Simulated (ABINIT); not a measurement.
# SnSe2 (Fm-3m): zone-centre phonons

Aim: the zone-centre modes of SnSe2 (Fm-3m).

Method: DFT LDA, scalar-relativistic, plane waves, HGH norm-conserving pseudopotentials, in ABINIT 10.8.3.

Report form: the programs' logs are mostly left out.

The structure was built from a prototype and need not be the compound's stable phase.

**1. The starting structure**

Symmetry: Fm-3m, No. 225, cubic system. The conventional cell has a = 6.351 Å, b = 6.351 Å, c = 6.351 Å, α = 90.00°, β = 90.00°, γ = 90.00°. Nearest to Sn lie 8 Se at 2.75 Å. Se has 4 Sn at 2.75 Å nearest. Farther neighbours and most contacts between anions are not listed.

**2. A first look**

A first run with smearing and empty bands tells whether the crystal has a gap, which decides between fixed occupations and smearing later on.

Input file probe.abi:

```
# ground state
tolvrs 1.0d-08
prtden 1
prtwf 1

# basis, mesh and filling
ecut 26.0
ecutsm 3.0
ixc 7
ngkpt 6 6 6
nshiftk 1
shiftk 0.0 0.0 0.0
istwfk *1
occopt 7
tsmear 0.005
nband 14
nstep 100
diemac 9.0
prtebands 0
prtgsr 0
useylm 1

# cell and atoms
acell 3*1.0 Angstrom
rprim 
    0.0 3.17554 3.17554
    3.17554 0.0 3.17554
    3.17554 3.17554 0.0
ntypat 2
znucl 50 34
natom 3
typat 1 2 2
xred 
    0.0 0.0 0.0
    0.25 0.25 0.25
    0.75 0.75 0.75
pp_dirpath "./pseudo"
pseudos "Sn.hgh, Se.hgh"
```

Launch:

```bash
$ OMP_NUM_THREADS=1 mpirun -n 2 abinit probe.abi > probe.log
```

Wall time 15 s (2 MPI ranks of Intel Xeon at 2.70GHz, shared host).

Read from the output:

| Property | Result |
| --- | --- |
| volume per atom | 21.35 Å³ |
| pressure | 13.24 GPa |
| gap on the k-mesh | 0 eV |

No gap opens on this mesh, so smearing is kept.

**3. Rough relaxation**

The typed start is rough, so a first relaxation with smearing and loose thresholds takes it towards rest cheaply.

Input file prerelax.abi:

```
# relaxation
ionmov 2
optcell 2
dilatmx 1.15
chkdilatmx 0
ntime 40
tolmxf 3.0d-04
tolvrs 1.0d-10
prtwf 0
prtden 0
chksymtnons 0

# basis, mesh and filling
ecut 20.8
ecutsm 3.0
ixc 7
ngkpt 4 4 4
nshiftk 1
shiftk 0.0 0.0 0.0
istwfk *1
occopt 7
tsmear 0.005
nband 14
nstep 100
diemac 1000000.0
prtebands 0
prtgsr 0
useylm 1

# cell and atoms
acell 3*1.0 Angstrom
rprim 
    0.0 3.17554 3.17554
    3.17554 0.0 3.17554
    3.17554 3.17554 0.0
ntypat 2
znucl 50 34
natom 3
typat 1 2 2
xred 
    0.0 0.0 0.0
    0.25 0.25 0.25
    0.75 0.75 0.75
pp_dirpath "./pseudo"
pseudos "Sn.hgh, Se.hgh"
```

Launch:

```bash
$ OMP_NUM_THREADS=1 mpirun -n 2 abinit prerelax.abi > prerelax.log
```

It took 50 s on 2 MPI ranks.

Step by step:

| step | energy less that of the first step (eV) | largest force (eV/Å) | volume (Å³) |
| --- | --- | --- | --- |
| 1 | 0.0000 | 0.0000 | 64.04 |
| 2 | -0.1967 | 0.0000 | 66.79 |
| 3 | -0.4116 | 0.0000 | 73.64 |
| 4 | -0.4185 | 0.0000 | 75.04 |
| 5 | -0.4187 | 0.0000 | 75.31 |

| conventional cell, symmetrised | before | after | change |
| --- | --- | --- | --- |
| a (Å) | 6.351 | 6.703 | +5.5 % |
| b (Å) | 6.351 | 6.703 | +5.5 % |
| c (Å) | 6.351 | 6.703 | +5.5 % |
| volume (Å³/atom) | 21.35 | 25.10 | +17.6 % |

The relaxed structure:

```cif
data_structure
_symmetry_space_group_name_H-M 'P 1'
_symmetry_Int_Tables_number 1
_cell_length_a 4.7400
_cell_length_b 4.7400
_cell_length_c 4.7400
_cell_angle_alpha 60.000
_cell_angle_beta 60.000
_cell_angle_gamma 60.000
_cell_volume 75.31
loop_
_atom_site_label
_atom_site_type_symbol
_atom_site_fract_x
_atom_site_fract_y
_atom_site_fract_z
_atom_site_occupancy
Sn1 Sn 0.00000 0.00000 0.00000 1
Se2 Se 0.25000 0.25000 0.25000 1
Se3 Se 0.75000 0.75000 0.75000 1
```

This step gave:

```yaml
volume_per_atom: 25.10 Å³
pressure: 0.007478 GPa
```

The volume changes by +17.6 % in this run and stands +17.6 % from the first cell.

**4. Rough relaxation**

The cell changed much, so the rough relaxation is repeated on a basis made for the new cell.

Changes to prerelax.abi since step 3:

```diff
@@ -32,5 +32,5 @@
 rprim 
-    0.0 3.17554 3.17554
-    3.17554 0.0 3.17554
-    3.17554 3.17554 0.0
+    0.0 3.351717707 3.351717707
+    3.351717707 0.0 3.351717707
+    3.351717707 3.351717707 0.0
 ntypat 2
```

Run time: 14 s. Hardware: 2 MPI ranks.

Little changed from the start: no atom moved by 0.005 Å and no cell edge by 0.1 %.

The volume changes by +0.0 % in this run and stands +17.6 % from the first cell.

**5. Relaxation**

The harmonic expansion needs vanishing forces, and a free crystal bears no stress, so cell and atoms are brought to rest. Stress is more sensitive to the basis than forces are: the last 3 Ha under the cutoff are smoothed with ecutsm.

Input file relax.abi:

```
# relaxation
ionmov 2
optcell 2
dilatmx 1.08
ntime 40
tolmxf 1.0d-05
tolvrs 1.0d-14
prtwf 0
prtden 0
chksymtnons 0

# basis, mesh and filling
ecut 26.0
ecutsm 3.0
ixc 7
ngkpt 8 8 8
nshiftk 1
shiftk 0.0 0.0 0.0
istwfk *1
occopt 6
tsmear 0.01
nband 14
nstep 100
diemac 1000000.0
prtebands 0
prtgsr 0
useylm 1

# cell and atoms
acell 3*1.0 Angstrom
rprim 
    0.0 3.351717709 3.351717709
    3.351717709 0.0 3.351717709
    3.351717709 3.351717709 0.0
ntypat 2
znucl 50 34
natom 3
typat 1 2 2
xred 
    0.0 0.0 0.0
    0.25 0.25 0.25
    0.75 0.75 0.75
pp_dirpath "./pseudo"
pseudos "Sn.hgh, Se.hgh"
```

Launch:

```bash
$ OMP_NUM_THREADS=1 mpirun -n 2 abinit relax.abi > relax.log
```

Wall time 95 s (2 MPI ranks).

Step by step:

| step | energy less that of the first step (eV) | largest force (eV/Å) | volume (Å³) |
| --- | --- | --- | --- |
| 1 | 0.0000 | 0.0000 | 75.31 |
| 2 | 0.0000 | 0.0000 | 75.26 |
| 3 | -0.0002 | 0.0000 | 75.06 |

| conventional cell, symmetrised | before | after | change |
| --- | --- | --- | --- |
| a (Å) | 6.703 | 6.696 | -0.1 % |
| b (Å) | 6.703 | 6.696 | -0.1 % |
| c (Å) | 6.703 | 6.696 | -0.1 % |
| volume (Å³/atom) | 25.10 | 25.02 | -0.3 % |

The relaxed structure:

```cif
data_structure
_symmetry_space_group_name_H-M 'P 1'
_symmetry_Int_Tables_number 1
_cell_length_a 4.7348
_cell_length_b 4.7348
_cell_length_c 4.7348
_cell_angle_alpha 60.000
_cell_angle_beta 60.000
_cell_angle_gamma 60.000
_cell_volume 75.06
loop_
_atom_site_label
_atom_site_type_symbol
_atom_site_fract_x
_atom_site_fract_y
_atom_site_fract_z
_atom_site_occupancy
Sn1 Sn 0.00000 0.00000 0.00000 1
Se2 Se 0.25000 0.25000 0.25000 1
Se3 Se 0.75000 0.75000 0.75000 1
```

Numbers from this step:

| Property | Result |
| --- | --- |
| volume per atom | 25.02 Å³ |
| pressure | 8.86e-4 GPa |

The volume changes by -0.3 % in this run and stands +17.2 % from the first cell.

**6. Self-consistent run for the response**

The response is built on these wavefunctions, so the potential is converged far more tightly than an energy would need. ecutsm is kept as in the relaxation, so that the cell stays at rest. Smearing stays on, as the first look found no gap above 0.3 eV.

Input file gs.abi:

```
# ground state
tolvrs 1.0d-16
prtden 1
prtwf 1

# basis, mesh and filling
ecut 26.0
ecutsm 3.0
ixc 7
ngkpt 8 8 8
nshiftk 1
shiftk 0.0 0.0 0.0
istwfk *1
occopt 6
tsmear 0.01
nband 14
nstep 100
diemac 1000000.0
prtebands 0
prtgsr 0
useylm 1

# cell and atoms
acell 3*1.0 Angstrom
rprim 
    0.0 3.348001682 3.348001682
    3.348001682 0.0 3.348001682
    3.348001682 3.348001682 0.0
ntypat 2
znucl 50 34
natom 3
typat 1 2 2
xred 
    0.0 0.0 0.0
    0.25 0.25 0.25
    0.75 0.75 0.75
pp_dirpath "./pseudo"
pseudos "Sn.hgh, Se.hgh"
```

Launch:

```bash
$ OMP_NUM_THREADS=1 mpirun -n 2 abinit gs.abi > gs.log
```

Wall time 28 s (2 MPI ranks); 55 s of CPU time.

Read from the output:

```
pressure : 8.74e-4 GPa
```

The cell stands at 8.7e-4 GPa, close enough for phonons.

**7. Zone-centre response**

At q = 0 one unit cell holds all displacements. The response is solved for single atoms along the cell's directions, and symmetry skips those that follow from others. The crystal is treated as a metal, which screens a static field, so no field response is asked.

Input file dfpt_gamma.abi:

```

# common to the responses
getwfk_filepath "gso_WFK"
kptopt 2
nqpt 1
qpt 0.0 0.0 0.0
asr 0
chneut 0

# displacements
rfphon 1
rfatpol 1 3
rfdir 1 1 1
tolvrs 1.0d-10
prtwf 0

# basis, mesh and filling
ecut 26.0
ecutsm 3.0
ixc 7
ngkpt 8 8 8
nshiftk 1
shiftk 0.0 0.0 0.0
istwfk *1
occopt 6
tsmear 0.01
nband 14
nstep 100
diemac 1000000.0
prtebands 0
prtgsr 0
useylm 1

# cell and atoms
acell 3*1.0 Angstrom
rprim 
    0.0 3.348001682 3.348001682
    3.348001682 0.0 3.348001682
    3.348001682 3.348001682 0.0
ntypat 2
znucl 50 34
natom 3
typat 1 2 2
xred 
    0.0 0.0 0.0
    0.25 0.25 0.25
    0.75 0.75 0.75
pp_dirpath "./pseudo"
pseudos "Sn.hgh, Se.hgh"
```

Launch:

```bash
$ OMP_NUM_THREADS=1 mpirun -n 2 abinit dfpt_gamma.abi > dfpt_gamma.log
```

It took 4.6 min on 2 MPI ranks.

Read from the output:

| Quantity | Value |
| --- | --- |
| largest acoustic frequency at the zone centre before the sum rule | -1.54 cm⁻¹ |
| highest optical zone-centre mode (no LO-TO term) | 99.48 cm⁻¹ |
| lowest optical zone-centre mode | 90.13 cm⁻¹ |

The acoustic modes at Γ come out as far as 1.5 cm⁻¹ from zero, where they should vanish, a small numerical error.

**8. Zone-centre analysis**

anaddb reads the merged derivatives and imposes the acoustic sum rule.

Input file anaddb.abi:

```
ddb_filepath "gamma_DDB"
output_file "anaddb.abo"
outdata_prefix "anaddb"
asr 1
chneut 1
enunit 2
eivec 1
nph1l 1
qph1l 0.0 0.0 0.0 1.0
```

Input file mrgddb.in:

```
gamma_DDB
merged
2
dfpt_gammao_DDB
gso_DDB
```

Launch:

```bash
$ mrgddb < mrgddb.in > mrgddb.log
$ OMP_NUM_THREADS=1 anaddb anaddb.abi > anaddb.log
```

Wall time 0.72 s (1 thread).

Read from the output:

- highest optical zone-centre mode (no LO-TO term): 99.5 cm⁻¹
- lowest optical zone-centre mode: 90.14 cm⁻¹

No LO-TO term; unit eigenvectors of the mass-weighted matrix, from anaddb's displacements. The modes at Γ (shares of kinetic energy by element, %):

| mode | frequency (cm⁻¹) | symmetry | Sn % | Se % |
| --- | --- | --- | --- | --- |
| 1 | 0.0 | acoustic | 43 | 57 |
| 2 | 0.0 | acoustic | 43 | 57 |
| 3 | 0.0 | acoustic | 43 | 57 |
| 4 | 90.1 | T1u | 57 | 43 |
| 5 | 90.1 | T1u | 57 | 43 |
| 6 | 90.1 | T1u | 57 | 43 |
| 7 | 99.5 | T2g | 0 | 100 |
| 8 | 99.5 | T2g | 0 | 100 |
| 9 | 99.5 | T2g | 0 | 100 |

Displacements in mode 4 (90.1 cm⁻¹), the largest set to 1:
```
Sn1  0.00  0.00  1.00
Se2  0.00  0.00 -0.75
Se3  0.00  0.00 -0.75
```

Displacements in mode 7 (99.5 cm⁻¹), the largest set to 1:
```
Sn1  0.00  0.00  0.00
Se2  0.00  0.00  1.00
Se3  0.00  0.00 -1.00
```

The rule moves no optical mode by more than 0.1 cm⁻¹.

**9. What came out**

| Quantity | Value |
| --- | --- |
| space group after relaxation | Fm-3m |
| volume per atom | 25.0 Å³ |
| highest optical zone-centre mode (no LO-TO term) | 99.5 cm⁻¹ |
| lowest optical zone-centre mode | 90.1 cm⁻¹ |
| imaginary optical modes at the zone centre (no q mesh in this session) | none |

At the LDA level the optical modes of SnSe2 (Fm-3m) at the zone centre run from 90 to 100 cm⁻¹. These are harmonic frequencies at zero temperature: anharmonic shifts and linewidths and thermal expansion are left out. The HGH files keep few electrons and have no core correction, which is cheap but rough for Sn. In a metal the frequencies hang on the k mesh and the smearing, most of all near Kohn anomalies. The structure is a hypothetical one, built on a prototype.

[Host names and launcher messages were left out of these logs when they were recorded.]

[Logs are printed without paths, hosts, clocks, repeated set-up lines and the standing remarks that a program may print on its own settings, such as how far it seeks lower states.]

[Hosts, paths, dates, database ids (printed as entryN), source tags and the programs' standing remarks are cut or masked in the printed files.]
